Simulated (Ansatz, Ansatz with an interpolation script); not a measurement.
# SnO2 (Cassiterite): quasiparticle bands by Wannier interpolation

Wanted: quasiparticle gap and band widths of SnO2 (Cassiterite) over the whole zone.

Calculated with Ansatz 0.2.0; LDA, Wannier functions and G0W0, plane waves, PAW.

**What was measured.**

- Gap 3.6 eV: experimental gap quoted from earlier work; bulk crystal (quoted in “Study on the Photocatalytic Properties of Flower-Shaped SnO2”, 2022, pmc:9565917).

### Step 1. Starting point

Symmetry: P4_2/mnm, No. 136, tetragonal system. The conventional cell has a = 4.738 Å, b = 4.738 Å, c = 3.187 Å, α = 90.00°, β = 90.00°, γ = 90.00°. Nearest to Sn lie 6 O at 2.05 to 2.06 Å. Nearest to O lie 3 Sn at 2.05 to 2.06 Å. Farther neighbours and most contacts between anions are not listed.

Coordinates:

```cif
data_structure
_symmetry_space_group_name_H-M 'P4_2/mnm'
_symmetry_Int_Tables_number 136
_cell_length_a 4.7380
_cell_length_b 4.7380
_cell_length_c 3.1865
_cell_angle_alpha 90.000
_cell_angle_beta 90.000
_cell_angle_gamma 90.000
_cell_volume 71.53
loop_
_atom_site_label
_atom_site_type_symbol
_atom_site_symmetry_multiplicity
_atom_site_Wyckoff_symbol
_atom_site_fract_x
_atom_site_fract_y
_atom_site_fract_z
_atom_site_occupancy
Sn1 Sn 2 a 0.00000 0.00000 0.00000 1
O1 O 4 f 0.30710 0.30710 0.00000 1
```

The cell and positions come from the Crystallography Open Database and are kept as given unless a step says otherwise.

### Step 2. LDA bands

The cheap functional maps the bands first; the places of the edges decide which points the dearer methods must see.

This step: DFT, LDA, plane waves, PAW; PAW set soft_1.

The input, input.yaml:

```yaml
crystal:
  lattice:
    - [4.738, 0.0, 0.0]
    - [0.0, 4.738, 0.0]
    - [0.0, 0.0, 3.1865]
  atoms:
    - { symbol: Sn, position: [0.0, 0.0, 0.0] }
    - { symbol: Sn, position: [0.5, 0.5, 0.5] }
    - { symbol: O, position: [0.3071, 0.3071, 0.0] }
    - { symbol: O, position: [0.1929, 0.8071, 0.5] }
    - { symbol: O, position: [0.6929, 0.6929, 0.0] }
    - { symbol: O, position: [0.8071, 0.1929, 0.5] }
kpoints:
  mp_grid: { grid: [4, 4, 6] }
  band_path:
    path:
      - [[0.0, 0.0, 0.0], [0.0, 0.5, 0.0], [0.5, 0.5, 0.0], [0.0, 0.0, 0.0], [0.0, 0.0, 0.5], [0.0, 0.5, 0.5], [0.5, 0.5, 0.5], [0.0, 0.0, 0.5]]
      - [[0.0, 0.5, 0.0], [0.0, 0.5, 0.5]]
      - [[0.5, 0.5, 0.0], [0.5, 0.5, 0.5]]
    npoints: 10
hamiltonian:
  xc: lda
  pseudopotentials: { kind: paw, azcp: { folder: soft_1 }, xc_functional: pbe }
scf:
  occupations: { method: fermi_dirac, width: 0.02 }
  n_extra_bands: 38
output:
  eigenvalues: true
  fatbands: true
  write_density: true
  write_potential: true
  elf: true
  volumetric_format: npy
```

Run with:

```sh
> ansatz run input.yaml --threads 3 --pin off --max-ram 92160MiB --backend cuda --events-out ev --progress --plain --runs-dir out --devices 1 --max-vram 13GiB
```

Numbers of over 12 decimals in the logs are rounded to 6 here.

Output:

```text
scf.n_extra_bands = 38 over 26 filled bands (N_el = 52.0): the run solves 64 bands
GPUs: using 1 of 1 available (devices: 1).
Engine: ansatz 0.2.0, x86_64-unknown-linux-gnu
Pseudopotentials: kind: paw
Pseudopotential: Sn, paw, valence charge 14, recommended cutoff 420 eV (normal), soft_1/Sn.paw.azcp
Pseudopotential: O, paw, valence charge 6, recommended cutoff 420 eV (normal), soft_1/O.paw.azcp
Functional definition: SPW92
  exchange = slater_x
  correlation = pw_c
device memory: the entry about to start is reckoned to put 1.8 GiB on a device that reports 45.3 GiB free (of which the cap on the GPU budget leaves the run 13.0 GiB)
GPU FFT provider: cuFFT
GPU libraries: cuBLAS 13.8.2, cuFFT 12.4.0, cuSOLVER 12.3.4
Crystal: 6 atoms, lattice volume = 71.533 Å³
Basis set: ecut = 420 eV, 1411 PW (Γ)
Bands: 64, of which v1, the nominal top of the filled ones, is band 26 counted from 1 (25 counted from 0)
Symmetry: 16 space group operations
Space group: P42/mnm (ITA 136), of the structure as read, at distance tolerance 4.2e-5 Å
k-points: 24 of 96
Non-local potential: Sn, projectors of the file, l = 0: 2, l = 1: 2, l = 2: 2, l = 3: 1
Non-local potential: O, projectors of the file, l = 0: 2, l = 1: 2, l = 2: 1
PAW form: soft (Blöchl's): semilocal exchange-correlation on the pseudo side does not see the compensation charge
PAW frozen core: Sn, regenerated for the run's functional, and the local potential with it (the file was generated under x = pbe(κ = 0.804, μ = 0.219515), c = pbe(β = 0.066725))
PAW frozen core: O, regenerated for the run's functional, and the local potential with it (the file was generated under x = pbe(κ = 0.804, μ = 0.219515), c = pbe(β = 0.066725))
PAW one-centre angular grid: Sn, 590 points (default); XC on 64 Gauss nodes
PAW one-centre angular grid: O, 110 points (default); XC on 64 Gauss nodes
Initial density: superposition of atomic densities (chi_scale 0.1, normalization cell, long waves kept (reshape's long-wave potential 0.00 eV rms))
Initial wavefunctions: pseudopotential atomic-orbital guess
GPU buffer pool allocated for 24576 grid points (all kernels)
GPU transforms: local potential and band sums: pruned to the plane-wave sphere, on 32×32×24
Functional: x = slater, c = lda
SCF iter   1: F=—  HF=-13981.255875 eV  |F-HF|=—  |Δ(HF+E_count)|=         —  Δρ=6.92e-2  dr2=2.59e0  ethr=3.10e-3  ⟨swp⟩=5.3  Hψ=6713  notcnv=0  defer=545
preconditioner: auto → Resta (q_TF=auto, 2.587 Å⁻¹)  ε∞=1.9  [insulator: Δε(μ)=1.575 eV  Ē_g=32.918 eV  σ=0.020 eV  W_gap=1.00  n_scr=18 (ndim 8)  ℏωp=31.7 eV  f_vac=0.000  D(μ)=0.00/eV (n_scr^D=0)  ε∞_Penn≈1.9]
SCF iter   2: F=—  HF=-13980.716176 eV  |F-HF|=—  |Δ(HF+E_count)|=   5.40e-1  Δρ=3.48e-2  dr2=7.17e-1  ethr=3.10e-3  ⟨swp⟩=2.0  Hψ=1920  notcnv=0  defer=763
SCF iter   3: F=—  HF=-13980.536838 eV  |F-HF|=—  |Δ(HF+E_count)|=   1.79e-1  Δρ=3.49e-3  dr2=5.93e-3  ethr=1.38e-3  ⟨swp⟩=2.3  Hψ=1194  notcnv=0  defer=768
SCF iter   4: F=—  HF=-13980.535790 eV  |F-HF|=—  |Δ(HF+E_count)|=   1.05e-3  Δρ=8.45e-4  dr2=2.72e-4  ethr=1.14e-5  ⟨swp⟩=2.0  Hψ=2495  notcnv=0  defer=768
SCF iter   5: F=—  HF=-13980.535974 eV  |F-HF|=—  |Δ(HF+E_count)|=   1.83e-4  Δρ=8.46e-5  dr2=4.29e-6  ethr=5.24e-7  ⟨swp⟩=2.0  Hψ=1252  notcnv=0  defer=768
SCF iter   6: F=—  HF=-13980.536036 eV  |F-HF|=—  |Δ(HF+E_count)|=   6.24e-5  Δρ=1.51e-5  dr2=1.32e-7  ethr=8.25e-9  ⟨swp⟩=2.0  Hψ=1027  notcnv=0  defer=768
SCF iter   7: F=-13980.536036 eV  HF=-13980.536036 eV  |F-HF|=3.62e-9  |Δ(HF+E_count)|=   1.82e-8  Δρ=3.50e-6  dr2=5.58e-9  ethr=1.92e-10  ⟨swp⟩=13.6  Hψ=10431  notcnv=0
SCF 1 converged in 7 iterations: F = -13980.536036 eV  dr2 = 5.58e-9
[...]
device memory: the entry about to start is reckoned to put 1.8 GiB on a device that reports 50.1 GiB free (of which the cap on the GPU budget leaves the run 13.0 GiB)
NSCF: frozen V_eff on 93 k-points
SCF converged after 7 iterations
Free energy (F): -13980.536036 eV
Harris-Foulkes:  -13980.536036 eV  (|F-HF|=3.62e-9)
Internal energy: -13980.536036 eV  (E = F + TS)
E sigma→0 (E₀):  -13980.536036 eV
Fermi energy:    9.765415 eV
--- Per-component energies (eV) ---
  E_band       = -129.291030
  E_kinetic    = 1016.745473
  E_local      = -3173.227763  (includes V_loc(G=0)·N_el)
  E_nonlocal   = 518.387766
  E_hartree    = 1436.799006
  E_xc         = -529.892420
  E_vxc        = -523.022095  (∫ρ·V_xc dr)
  E_paw        = -9067.737787  (= ΣΔE_a)
  E_vpaw       = -841.772541  (= ΣTr[D̂ρ^β])
  E_aug_tail   = 0.004001  (compensation charges beyond the density's cutoff)
  E_ewald      = -4182.851779
  E_core_change = 1.237468  (= ΣΔE_core)
  E_smearing   = -0.000000  (= −TS)
  E_closure    = -0.000000  (closes the sum)
  Σ components = -13980.536036   (vs F -13980.536036, Δ=0.00e0)
--- Band table (eV; the first three rows and the last of 24) ---
  k-point 0: bands = [... 22 lower, 7.9417, 8.3984, 8.3984, 9.1956, 10.3352, 15.1100, 15.3133, 15.3133, ... 34 higher]
  k-point 1: bands = [... 22 lower, 7.0014, 8.4214, 8.4214, 8.9595, 11.8325, 15.6187, 16.4021, 16.4021, ... 34 higher]
  k-point 2: bands = [... 22 lower, 6.7278, 8.1875, 8.1875, 8.3251, 13.8573, 15.9277, 17.7698, 18.3727, ... 34 higher]
  k-point 23: bands = [... 22 lower, 8.2012, 8.2012, 8.3525, 8.3525, 13.9138, 13.9138, 17.8003, 17.8003, ... 34 higher]
```

The job ended after 15 s (1 × NVIDIA H100 80GB HBM3 (shared by 6 runs) with 3 threads of AMD EPYC 7R13 (Zen 3), shared host; peak memory 0.92 GiB; 14 s of CPU time).

This step gave:

| Item | Value |
| --- | --- |
| filled bands | 26 |
| gap | 1.140 eV |
| valence top at | Γ |
| conduction bottom at | Γ |
| least direct gap | 1.140 eV |

The gap is direct, at Γ.

ELF in the ab plane at fractional z = 0.000, with atoms of Sn and O within 0.2 Å of it. It is the smooth field of the valence electrons, not physical close to the nuclei.

Ten even steps from '0' (0.00) to '9' (0.82), each cell a mean:
```
00210001233210
11210004787421
22110027999842
11000038966973
00000027966983
00011114899972
01366411478741
04899851123200
15997884100000
15984796100000
23798996100111
12479983000122
01235541001210
00121100001210
```
Columns run along a (4.7 Å), rows up along b (4.7 Å). Atoms in or near the plane, at fractional coordinates: Sn at (0.00, 0.00), O at (0.31, 0.31), O at (0.69, 0.69).

Electrostatic potential energy in the ab plane at fractional z = 0.000, with atoms of Sn and O within 0.2 Å of it. With pseudopotentials it is smooth inside the atoms' cores, unlike the true potential.

Ten even steps from '0' (-29 eV) to '9' (16 eV), each cell a mean:
```
95268999998437
32479999987633
45789999732564
88899998300278
99999998200389
99999988523799
99999888888999
99975688899999
99720168999999
88600059999998
67720279999876
23576799998742
74378999998525
97268999998439
```
Columns run along a (4.7 Å; values clipped at the 3rd and 97th percentile), rows up along b (4.7 Å). Atoms in or near the plane, at fractional coordinates: Sn at (0.00, 0.00), O at (0.31, 0.31), O at (0.69, 0.69).

### Step 3. Wannier functions (O:2p Sn:5s Sn:5p) on 8×8×12

Localised functions give a small Hamiltonian that interpolates between mesh points at no cost.

This step: maximally localised Wannier functions, LDA, plane waves, PAW; PAW set soft_1.

input.yaml, the sections that differ from step 2:

```yaml
kpoints:
  mp_grid: { grid: [4, 4, 6] }
scf:
  occupations: { method: fixed }
  n_extra_bands: 38
output:
  wannier:
    kmesh: [8, 8, 12]
    projections:
      - { species: O, l: p, shell: 2 }
      - { species: Sn, l: s, shell: 5 }
      - { species: Sn, l: p, shell: 5 }
    minimise: true
    write_hr: true
    seedname: w
    conv_tol: 1.0e-06
    max_iter: 20000
    stability_check: false
    disentanglement:
      window: [0.77, 24.67]
      frozen_window: [0.77, 14.34]
      conv_tol: 1.0e-08
# crystal, hamiltonian: as in step 2
```

Output:

```text
[...]
GPUs: using 1 of 1 available (devices: 1).
[...]
GPU FFT provider: cuFFT
GPU libraries: cuBLAS 13.8.2, cuFFT 12.4.0, cuSOLVER 12.3.4
Crystal: 6 atoms, lattice volume = 71.533 Å³
Basis set: ecut = 420 eV, 1411 PW (Γ)
Bands: 64, of which v1, the nominal top of the filled ones, is band 26 counted from 1 (25 counted from 0)
Symmetry: 16 space group operations
[...]
k-points: 24 of 96
[...]
GPU buffer pool allocated for 24576 grid points (all kernels)
[...]
SCF iter   1: F=—  HF=-13981.255782 eV  |F-HF|=—  |Δ(HF+E_count)|=         —  Δρ=6.92e-2  dr2=2.59e0  ethr=3.10e-3  ⟨swp⟩=4.0  Hψ=5406  notcnv=0  defer=861
[...]
SCF iter   7: F=-13980.536036 eV  HF=-13980.536036 eV  |F-HF|=7.08e-9  |Δ(HF+E_count)|=   6.61e-7  Δρ=7.38e-6  dr2=2.52e-8  ethr=1.92e-10  ⟨swp⟩=13.9  Hψ=12411  notcnv=0
SCF 1 converged in 7 iterations: F = -13980.536036 eV  dr2 = 2.52e-8
[...]
NSCF: frozen V_eff on 24 k-points, pencils in batches of 32, up to order 256
the band table was solved once the SCF had ended and its energy, with any forces and stress, was formed, with the checks that follow a solve (5855 applications of the Hamiltonian). They found nothing against the state; the energy, forces and stress were not computed again (output.eigenvalues in the input reference)
[...]
NSCF: frozen V_eff on 109 k-points
the Wannier pass solved 109 of the 768 points of its mesh, and has the states at the others by symmetry: states obtained by the crystal's operations at points that were solved too leave a residual of 3.53e-13 eV (read by the count's bands and the next), within 6.67e-6 eV
SCF converged after 7 iterations
Free energy (F): -13980.536036 eV
[...]
Internal energy: -13980.536036 eV  (E = F + TS)
E sigma→0 (E₀):  -13980.536036 eV
Fermi energy:    9.195576 eV
[...]
--- Band table (eV; the first three rows and the last of 24) ---
  k-point 0: bands = [... 22 lower, 7.9417, 8.3984, 8.3984, 9.1956, 10.3352, 15.1100, 15.3133, 15.3133, ... 34 higher]
  k-point 1: bands = [... 22 lower, 7.0014, 8.4214, 8.4214, 8.9594, 11.8325, 15.6187, 16.4020, 16.4020, ... 34 higher]
  k-point 2: bands = [... 22 lower, 6.7277, 8.1875, 8.1875, 8.3251, 13.8573, 15.9277, 17.7698, 18.3727, ... 34 higher]
  k-point 23: bands = [... 22 lower, 8.2011, 8.2011, 8.3525, 8.3525, 13.9138, 13.9138, 17.8003, 17.8003, ... 34 higher]
Wannier search: line search 1 of at most 20000: gauge-dependent spread (as the search counts it) 6.1627210 Å², largest recent change 4.9e-1 Å² against conv_tol 1.0e-6 Å², 0 stops escaped
```

Elapsed: 33 s, on 1 × NVIDIA H100 80GB HBM3 (shared by 6 runs) with 3 threads; peak memory 1.3 GiB.

Numbers from this step:

- gauge-invariant spread: 22.59 Å²
- diagonal spread: 8.47e-4 Å²
- off-diagonal spread: 5.758 Å²
- total spread: 28.35 Å²
- least projectability: 0.3205
- localisation steps: 53
- disentanglement steps: 262
- r.m.s. interpolation error: 4.84e-4 eV
- r.m.s. error near the gap: 6.97e-4 eV

Near the gap the model misses directly solved bands by 0.7 meV r.m.s. and by 8 meV at most in the window tested. This tests the starting bands, not the corrections carried with them.

Wannier functions, by row:

| function | x (Å) | y (Å) | z (Å) | spread (Å²) | nearest atom | distance (Å) |
| --- | --- | --- | --- | --- | --- | --- |
| 1 | 1.459 | 1.459 | 0 | 0.7 | O3 | 0.006 |
| 2 | 1.446 | 1.462 | 0 | 0.761 | O3 | 0.012 |
| 3 | 1.462 | 1.446 | 0 | 0.761 | O3 | 0.012 |
| 4 | 0.91 | 3.828 | 1.593 | 0.7 | O4 | 0.006 |
| 5 | 0.923 | 3.831 | 1.593 | 0.761 | O4 | 0.012 |
| 6 | 0.907 | 3.815 | 1.593 | 0.761 | O4 | 0.012 |
| 7 | 3.279 | 3.279 | 0 | 0.7 | O5 | 0.006 |
| 8 | 3.292 | 3.276 | 0 | 0.761 | O5 | 0.012 |
| 9 | 3.276 | 3.292 | 0 | 0.761 | O5 | 0.012 |
| 10 | 3.828 | 0.91 | 1.593 | 0.7 | O6 | 0.006 |
| 11 | 3.815 | 0.907 | 1.593 | 0.761 | O6 | 0.012 |
| 12 | 3.831 | 0.923 | 1.593 | 0.761 | O6 | 0.012 |
| 13 | 0 | 0 | 0 | 1.737 | Sn1 | 0 |
| 14 | 2.369 | 2.369 | 1.593 | 1.737 | Sn2 | 0 |
| 15 | 0 | 0 | 0 | 2.847 | Sn1 | 0 |
| 16 | 0 | 0 | 0 | 2.574 | Sn1 | 0 |
| 17 | 0 | 0 | 0 | 2.574 | Sn1 | 0 |
| 18 | 2.369 | 2.369 | 1.593 | 2.847 | Sn2 | 0 |
| 19 | 2.369 | 2.369 | 1.593 | 2.574 | Sn2 | 0 |
| 20 | 2.369 | 2.369 | 1.593 | 2.574 | Sn2 | 0 |

Frozen up to 5.14 eV; above it the model need not follow the bands. The electronic bands at the labelled points (eV, zero at the valence-band top):

| point | band 23 | band 24 | band 25 | band 26 | band 27 | band 28 | band 29 | band 30 |
| --- | --- | --- | --- | --- | --- | --- | --- | --- |
| Γ | -1.25 | -0.80 | -0.80 | 0.00 | 1.14 | 6.12 | 6.12 | 6.43 |
| halfway | -1.24 | -1.22 | -0.76 | -0.30 | 2.44 | 5.60 | 6.45 | 6.66 |
| X | -1.21 | -1.21 | -0.65 | -0.65 | 4.29 | 4.29 | 6.95 | 6.95 |
| halfway | -1.27 | -1.27 | -0.79 | -0.79 | 4.47 | 4.47 | 7.14 | 7.14 |
| M | -1.33 | -1.33 | -0.91 | -0.91 | 4.66 | 4.66 | 7.33 | 7.33 |
| halfway | -1.29 | -1.21 | -0.85 | -0.49 | 3.20 | 5.28 | 6.78 | 6.85 |
| Γ | -1.25 | -0.80 | -0.80 | 0.00 | 1.14 | 6.12 | 6.12 | 6.43 |
| halfway | -2.56 | -0.86 | -0.86 | -0.51 | 3.71 | 6.72 | 8.20 | 8.20 |
| Z | -1.70 | -1.70 | -1.28 | -1.28 | 6.17 | 6.17 | 10.32 | 10.32 |
| halfway | -1.46 | -1.46 | -1.15 | -1.15 | 6.28 | 6.28 | 8.80 | 8.80 |
| R | -1.12 | -1.12 | -0.72 | -0.72 | 6.49 | 6.49 | 7.85 | 7.85 |
| halfway | -1.05 | -1.05 | -1.00 | -1.00 | 5.37 | 5.37 | 8.60 | 8.60 |
| A | -0.99 | -0.99 | -0.84 | -0.84 | 4.72 | 4.72 | 8.60 | 8.60 |
| halfway | -1.30 | -1.28 | -1.06 | -1.02 | 5.61 | 6.14 | 7.90 | 10.00 |
| Z | -1.70 | -1.70 | -1.28 | -1.28 | 6.17 | 6.17 | 10.32 | 10.32 |
| jump to X | -1.21 | -1.21 | -0.65 | -0.65 | 4.29 | 4.29 | 6.95 | 6.95 |
| halfway | -1.31 | -1.31 | -0.85 | -0.85 | 5.42 | 5.42 | 8.63 | 8.63 |
| R | -1.12 | -1.12 | -0.72 | -0.72 | 6.49 | 6.49 | 7.85 | 7.85 |
| jump to M | -1.33 | -1.33 | -0.91 | -0.91 | 4.66 | 4.66 | 7.33 | 7.33 |
| halfway | -0.89 | -0.89 | -0.88 | -0.88 | 4.98 | 4.98 | 8.64 | 8.64 |
| A | -0.99 | -0.99 | -0.84 | -0.84 | 4.72 | 4.72 | 8.60 | 8.60 |

The same for Kohn-Sham, solved directly:

| point | band 23 | band 24 | band 25 | band 26 | band 27 | band 28 | band 29 | band 30 |
| --- | --- | --- | --- | --- | --- | --- | --- | --- |
| Γ | -1.25 | -0.80 | -0.80 | 0.00 | 1.14 | 5.91 | 6.12 | 6.12 |
| X | -1.21 | -1.21 | -0.65 | -0.65 | 4.29 | 4.29 | 6.84 | 6.84 |
| M | -1.33 | -1.33 | -0.91 | -0.91 | 4.66 | 4.66 | 7.31 | 7.31 |
| Γ | -1.25 | -0.80 | -0.80 | 0.00 | 1.14 | 5.91 | 6.12 | 6.12 |
| Z | -1.70 | -1.70 | -1.28 | -1.28 | 6.02 | 6.02 | 9.52 | 9.52 |
| R | -1.12 | -1.12 | -0.72 | -0.72 | 6.29 | 6.29 | 7.85 | 7.85 |
| A | -0.99 | -0.99 | -0.84 | -0.84 | 4.72 | 4.72 | 8.60 | 8.60 |
| Z | -1.70 | -1.70 | -1.28 | -1.28 | 6.02 | 6.02 | 9.52 | 9.52 |
| X | -1.21 | -1.21 | -0.65 | -0.65 | 4.29 | 4.29 | 6.84 | 6.84 |
| R | -1.12 | -1.12 | -0.72 | -0.72 | 6.29 | 6.29 | 7.85 | 7.85 |
| M | -1.33 | -1.33 | -0.91 | -0.91 | 4.66 | 4.66 | 7.31 | 7.31 |
| A | -0.99 | -0.99 | -0.84 | -0.84 | 4.72 | 4.72 | 8.60 | 8.60 |

(Continued in part 2 of 2.)

[Paths, hosts, dates, memory and timing lines, banners, echoed tables and standing remarks are left out of the program output.]

[Logs are printed without paths, hosts, clocks, repeated set-up lines and the standing remarks that a program may print on its own settings, such as how far it seeks lower states.]

[Runs of the session that timed out or met a known fault of the program may be left out.]

[Hosts, paths, dates, database ids (printed as entryN), source tags and the programs' standing remarks are cut or masked in the printed files.]
